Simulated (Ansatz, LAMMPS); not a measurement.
# Aqueous Sr2+ and TFSI-, 8.8 mol of salt per kg of water at 360 K (150 atoms), the geometry as built

19 H2O, 3 Sr2+, 6 TFSI- placed at random, at 1.99 g/cm³; overlaps pushed apart, then 10 ps at 420 K with divalent ions of Li, Roberts, Chakravorty and Merz (J. Chem. Theory Comput. 9, 2733 (2013)); MMFF94 bonds, angles, torsions, charges and radii (Halgren, J. Comput. Chem. 17, 490 (1996)) in harmonic and 12-6 forms; SPC/E water (Berendsen, Grigera and Straatsma, J. Phys. Chem. 91, 6269 (1987)); charges of ions scaled by 0.85. Snapshot after 20 ps at 360 K and fixed volume.

This is the geometry as built. Method: Kohn-Sham DFT, PBEsol, PAW (set soft_2), plane waves (Ansatz 0.2.0); cutoff 420 eV, Γ point, fermi-dirac smearing of 0.05 eV; density 1.99 g/cm³.

Cell vectors (Å):

```
12.398 0.000 0.000
0.000 12.398 0.000
0.000 0.000 12.398
```

Positions (Å):

```
1 N 0.544 11.269 6.635
2 S 1.318 10.348 5.719
3 O 0.812 8.973 5.630
4 O 2.752 10.388 5.918
5 C 1.047 11.116 4.045
6 F 0.928 0.095 4.167
7 F 12.337 10.591 3.392
8 F 2.117 10.979 3.213
9 S 11.337 11.236 6.402
10 O 10.873 11.858 5.188
11 O 10.684 9.947 6.639
12 C 10.908 0.045 7.812
13 F 9.614 0.443 7.807
14 F 11.670 1.191 7.829
15 F 11.131 11.886 9.087
16 N 6.673 0.753 11.608
17 S 6.272 0.113 0.510
18 O 7.236 12.313 1.601
19 O 5.481 11.284 0.496
20 C 5.179 1.468 1.046
21 F 5.201 2.530 0.179
22 F 5.640 2.038 2.220
23 F 3.889 1.055 1.377
24 S 7.872 1.726 11.897
25 O 8.017 2.721 10.822
26 O 7.830 2.509 0.740
27 C 9.296 0.539 11.998
28 F 10.186 0.959 11.062
29 F 8.991 11.593 11.661
30 F 9.867 0.491 0.779
31 N 1.955 3.722 8.510
32 S 1.227 4.331 7.193
33 O 1.699 5.612 6.635
34 O 12.221 4.364 7.338
35 C 1.666 2.991 6.008
36 F 2.028 1.904 6.765
37 F 2.551 3.409 5.109
38 F 0.612 2.512 5.305
39 S 3.469 3.880 8.401
40 O 4.265 2.947 9.220
41 O 4.019 4.013 7.079
42 C 3.592 5.641 9.208
43 F 2.420 5.969 9.783
44 F 3.973 6.586 8.310
45 F 4.447 5.687 10.272
46 N 3.167 9.279 0.600
47 S 2.591 8.989 11.552
48 O 1.718 7.786 11.515
49 O 3.546 9.000 10.449
50 C 1.523 10.399 11.291
51 F 1.009 10.349 10.002
52 F 2.151 11.576 11.395
53 F 0.460 10.373 12.139
54 S 2.514 8.366 1.739
55 O 3.147 8.572 3.029
56 O 1.024 8.295 1.917
57 C 3.106 6.693 1.236
58 F 3.806 6.148 2.257
59 F 3.890 6.703 0.167
60 F 2.066 5.792 1.065
61 N 11.117 2.500 3.140
62 S 10.244 3.665 3.744
63 O 9.357 4.376 2.847
64 O 10.935 4.553 4.657
65 C 9.310 2.588 4.738
66 F 8.045 3.110 5.126
67 F 9.931 2.271 5.911
68 F 9.109 1.335 4.214
69 S 11.811 3.016 1.807
70 O 11.033 3.059 0.543
71 O 0.312 4.176 2.010
72 C 0.632 1.663 1.568
73 F 0.039 0.461 1.618
74 F 1.567 1.717 2.595
75 F 1.321 1.661 0.446
76 N 8.523 8.267 8.007
77 S 8.254 7.246 6.815
78 O 9.438 6.838 6.095
79 O 7.157 7.646 5.948
80 C 7.647 5.768 7.704
81 F 8.692 5.046 8.188
82 F 6.987 4.943 6.891
83 F 6.849 6.063 8.744
84 S 9.731 7.839 8.832
85 O 9.441 6.753 9.756
86 O 11.044 7.646 8.194
87 C 9.846 9.358 9.817
88 F 9.340 9.146 11.061
89 F 9.193 10.395 9.329
90 F 11.150 9.677 10.059
91 O 4.017 6.459 5.136
92 H 4.564 5.649 4.922
93 H 3.509 6.304 5.983
94 O 7.266 11.131 6.610
95 H 7.429 11.236 5.629
96 H 7.503 11.981 7.080
97 O 11.122 8.132 3.073
98 H 11.967 8.163 2.539
99 H 10.655 9.013 3.009
100 O 6.867 5.143 2.552
101 H 7.800 4.975 2.871
102 H 6.217 4.841 3.249
103 O 1.425 5.734 4.001
104 H 0.930 5.116 3.390
105 H 2.391 5.756 3.743
106 O 5.148 0.656 6.872
107 H 6.019 0.875 7.310
108 H 4.396 0.897 7.485
109 O 12.190 5.840 12.043
110 H 0.183 5.379 0.442
111 H 0.198 6.749 11.952
112 O 7.027 1.774 8.398
113 H 6.275 1.973 9.027
114 H 7.898 1.987 8.843
115 O 7.410 8.647 1.021
116 H 7.516 9.595 1.321
117 H 6.727 8.602 0.292
118 O 5.901 8.224 10.747
119 H 5.729 7.323 11.144
120 H 5.031 8.648 10.494
121 O 4.936 11.954 4.194
122 H 4.861 0.187 3.421
123 H 4.928 0.075 5.049
124 O 5.300 3.945 4.622
125 H 4.928 4.135 5.530
126 H 5.612 2.996 4.581
127 O 11.135 4.098 9.615
128 H 11.921 4.419 10.144
129 H 11.366 4.096 8.642
130 O 6.675 5.161 12.216
131 H 6.546 5.120 0.809
132 H 6.226 4.377 11.788
133 O 7.218 10.407 3.756
134 H 6.800 11.093 3.160
135 H 8.168 10.258 3.479
136 O 9.853 7.105 0.770
137 H 9.199 7.810 0.495
138 H 10.216 7.322 1.677
139 O 9.837 10.616 2.795
140 H 10.275 11.133 3.530
141 H 9.999 11.075 1.921
142 O 5.510 9.258 7.813
143 H 6.261 9.855 7.532
144 H 5.261 9.459 8.760
145 O 6.059 7.590 3.266
146 H 5.972 6.626 3.014
147 H 6.719 8.034 2.660
148 Sr 9.404 4.929 11.711
149 Sr 11.886 6.776 5.605
150 Sr 4.908 9.201 5.090
```

Predict the forces and charges.

Columns: atom, q, fx, fy, fz (forces in eV/Å, q the Löwdin charge in e).

```
1 -0.84 -1.514 1.125 1.158
2 2.22 1.046 -2.553 -1.445
3 -0.80 -0.098 0.303 -0.230
4 -0.76 0.176 0.494 0.210
5 0.61 0.243 1.557 -2.423
6 -0.21 -0.409 -2.300 0.516
7 -0.21 1.884 0.869 1.096
8 -0.20 -0.967 -0.311 0.883
9 2.13 -1.313 -1.252 0.842
10 -0.71 0.146 0.852 -0.258
11 -0.70 0.850 1.226 0.453
12 0.66 0.514 1.396 3.245
13 -0.19 0.852 -0.733 -0.545
14 -0.20 -0.712 -1.489 -0.770
15 -0.22 -0.011 0.687 -2.687
16 -0.83 1.525 0.439 -3.053
17 2.20 -2.387 -4.825 4.946
18 -0.74 0.641 1.178 -0.702
19 -0.70 -0.293 1.269 -1.675
20 0.60 -1.553 2.430 2.464
21 -0.21 -1.217 -1.370 0.483
22 -0.23 -0.325 -0.856 -0.528
23 -0.21 1.837 0.566 -1.216
24 2.13 0.000 3.481 0.807
25 -0.75 0.627 -1.284 -0.781
26 -0.71 0.586 -1.288 -0.267
27 0.65 1.533 -2.153 -1.901
28 -0.19 -0.547 -0.186 0.850
29 -0.23 -0.055 2.546 0.653
30 -0.16 -0.070 0.296 0.238
31 -0.82 -2.782 0.300 -0.903
32 2.16 2.549 0.865 0.227
33 -0.74 0.107 -0.696 0.795
34 -0.69 -2.611 -0.409 -0.083
35 0.65 -0.793 -2.179 -1.263
36 -0.21 0.673 0.945 -1.018
37 -0.17 -0.021 -0.693 0.632
38 -0.20 0.060 0.961 0.462
39 2.17 4.352 0.094 2.361
40 -0.71 -1.565 0.916 -0.187
41 -0.74 0.077 0.521 -1.064
42 0.63 0.365 0.797 1.466
43 -0.19 0.220 -0.182 -1.236
44 -0.20 -0.445 -0.873 0.618
45 -0.22 0.231 -0.593 -1.200
46 -0.83 -0.201 0.031 0.493
47 2.17 -0.854 -2.952 -0.976
48 -0.72 0.562 1.937 0.167
49 -0.68 -0.791 1.055 0.674
50 0.66 -2.224 1.753 -1.712
51 -0.22 1.067 -0.136 1.450
52 -0.19 -0.028 -0.570 0.296
53 -0.21 1.057 0.000 -0.415
54 2.14 -2.333 0.240 1.732
55 -0.74 0.689 0.341 -0.470
56 -0.70 2.734 0.136 -1.424
57 0.64 -0.542 -2.627 0.212
58 -0.20 0.120 0.288 -0.159
59 -0.17 -0.236 -0.095 0.453
60 -0.22 1.259 1.291 -0.236
61 -0.80 0.212 0.694 -1.271
62 2.22 0.432 1.688 -0.217
63 -0.70 0.090 -0.385 -0.477
64 -0.77 0.342 -0.016 0.228
65 0.63 -3.405 -3.901 3.977
66 -0.23 2.292 -0.509 -1.257
67 -0.20 0.034 1.324 -0.789
68 -0.20 -0.452 1.873 -0.481
69 2.11 1.381 0.791 -1.872
70 -0.75 0.309 0.120 1.509
71 -0.70 -1.108 -0.529 -0.126
72 0.68 1.880 -2.070 1.230
73 -0.21 -0.384 0.268 0.294
74 -0.22 -1.299 0.610 -1.269
75 -0.17 -0.353 1.099 -0.443
76 -0.82 -1.478 -0.234 -2.296
77 2.20 -1.783 1.175 -1.055
78 -0.79 0.650 -0.491 -0.258
79 -0.72 0.383 0.163 0.922
80 0.65 -0.314 -2.002 1.092
81 -0.22 -0.281 0.103 -0.516
82 -0.19 -0.129 0.433 -0.299
83 -0.19 0.376 0.239 -0.696
84 2.18 3.316 -1.348 1.458
85 -0.79 -0.129 0.317 0.947
86 -0.76 -0.786 0.274 -0.107
87 0.66 1.011 1.355 2.641
88 -0.22 -0.271 -0.500 -0.474
89 -0.17 -0.015 -0.350 -0.564
90 -0.21 -1.196 -0.655 -0.761
91 -0.71 0.075 0.022 0.486
92 0.39 -0.644 1.042 0.379
93 0.40 0.538 -0.437 -0.921
94 -0.69 0.347 0.600 -0.140
95 0.39 -0.061 -0.024 0.669
96 0.40 -0.251 -1.060 -0.753
97 -0.73 -0.381 -0.598 0.197
98 0.39 -0.344 0.375 0.363
99 0.38 0.418 -0.243 -0.142
100 -0.68 -0.578 -0.163 0.185
101 0.39 -0.851 0.026 -0.100
102 0.38 0.787 -0.443 -0.199
103 -0.75 -0.394 -0.145 -0.511
104 0.38 0.819 0.415 0.099
105 0.40 -1.119 0.026 0.477
106 -0.71 -0.809 0.066 0.109
107 0.38 -0.851 0.246 0.050
108 0.41 1.230 -0.162 -0.662
109 -0.74 -0.161 -0.409 0.148
110 0.38 -0.267 0.810 -0.839
111 0.41 -0.162 -0.990 0.282
112 -0.69 0.144 0.040 0.470
113 0.41 1.081 0.054 -0.479
114 0.41 -1.345 -0.139 -0.171
115 -0.67 0.125 0.634 0.197
116 0.39 -0.507 -0.971 -0.733
117 0.40 0.418 0.521 0.226
118 -0.73 0.768 -0.649 0.759
119 0.38 -0.090 1.098 -0.795
120 0.37 0.473 -0.877 0.849
121 -0.74 -0.089 0.468 -0.314
122 0.40 -0.053 -0.712 1.224
123 0.40 0.071 -0.004 -0.317
124 -0.70 0.143 -0.391 0.032
125 0.39 0.469 -1.061 -0.346
126 0.42 -0.516 1.272 0.391
127 -0.77 0.016 0.167 1.252
128 0.40 -0.612 -0.237 -0.898
129 0.39 0.070 0.171 1.102
130 -0.75 0.110 -0.489 -0.704
131 0.39 0.097 -0.316 -0.077
132 0.40 0.474 0.991 0.841
133 -0.72 -0.317 0.032 0.098
134 0.39 0.830 -0.436 0.466
135 0.39 -0.585 0.512 -0.180
136 -0.77 -0.647 -0.131 -0.503
137 0.39 0.355 -0.442 0.830
138 0.39 -0.242 0.200 -0.350
139 -0.65 0.127 0.233 -0.311
140 0.40 -0.266 -0.090 -0.613
141 0.41 -0.157 -0.373 1.269
142 -0.74 -0.155 0.429 -0.011
143 0.38 -0.295 -0.031 0.669
144 0.41 0.486 -0.130 -1.409
145 -0.76 -0.338 0.542 0.289
146 0.37 0.826 1.243 -0.101
147 0.38 -0.526 -0.727 -0.035
148 1.75 0.537 0.584 -0.196
149 1.74 0.189 0.491 -0.185
150 1.76 0.580 -0.544 -0.540
```

The force components of 1.1 eV/Å r.m.s. hold both thermal displacement and the mismatch between the potential that made the cell and DFT, above all in bond lengths inside molecules. The network of contacts between molecules at the start is that of the classical potential that made the cell, and needn't be the one that DFT or experiment would give. The functional has no dispersion term, which matters for the binding between molecules or layers. The density was typed from a rule of thumb and may lie off the real one at this temperature. Only the Γ point is sampled, in a cell whose shortest periodic width is 12 Å. The Löwdin charges lack the electrons that the projection spills, 0.070 e an atom on average.

The r.m.s. force component is 1.09 eV/Å; the longest force, 7.31 eV/Å, acts on S17.

[Long decimals in the printed logs are rounded to 6 places.]

[Logs are printed without paths, hosts, clocks, repeated set-up lines and the standing remarks that a program may print on its own settings, such as how far it seeks lower states.]

[Hosts, paths, dates, database ids (printed as entryN), source tags and the programs' standing remarks are cut or masked in the printed files.]

[The MMFF94 radii named for the starting cell were scaled by 0.96; in molecules described by MMFF94, hydrogen bound to N, O or S took a small fixed 12-6 site in their place.]
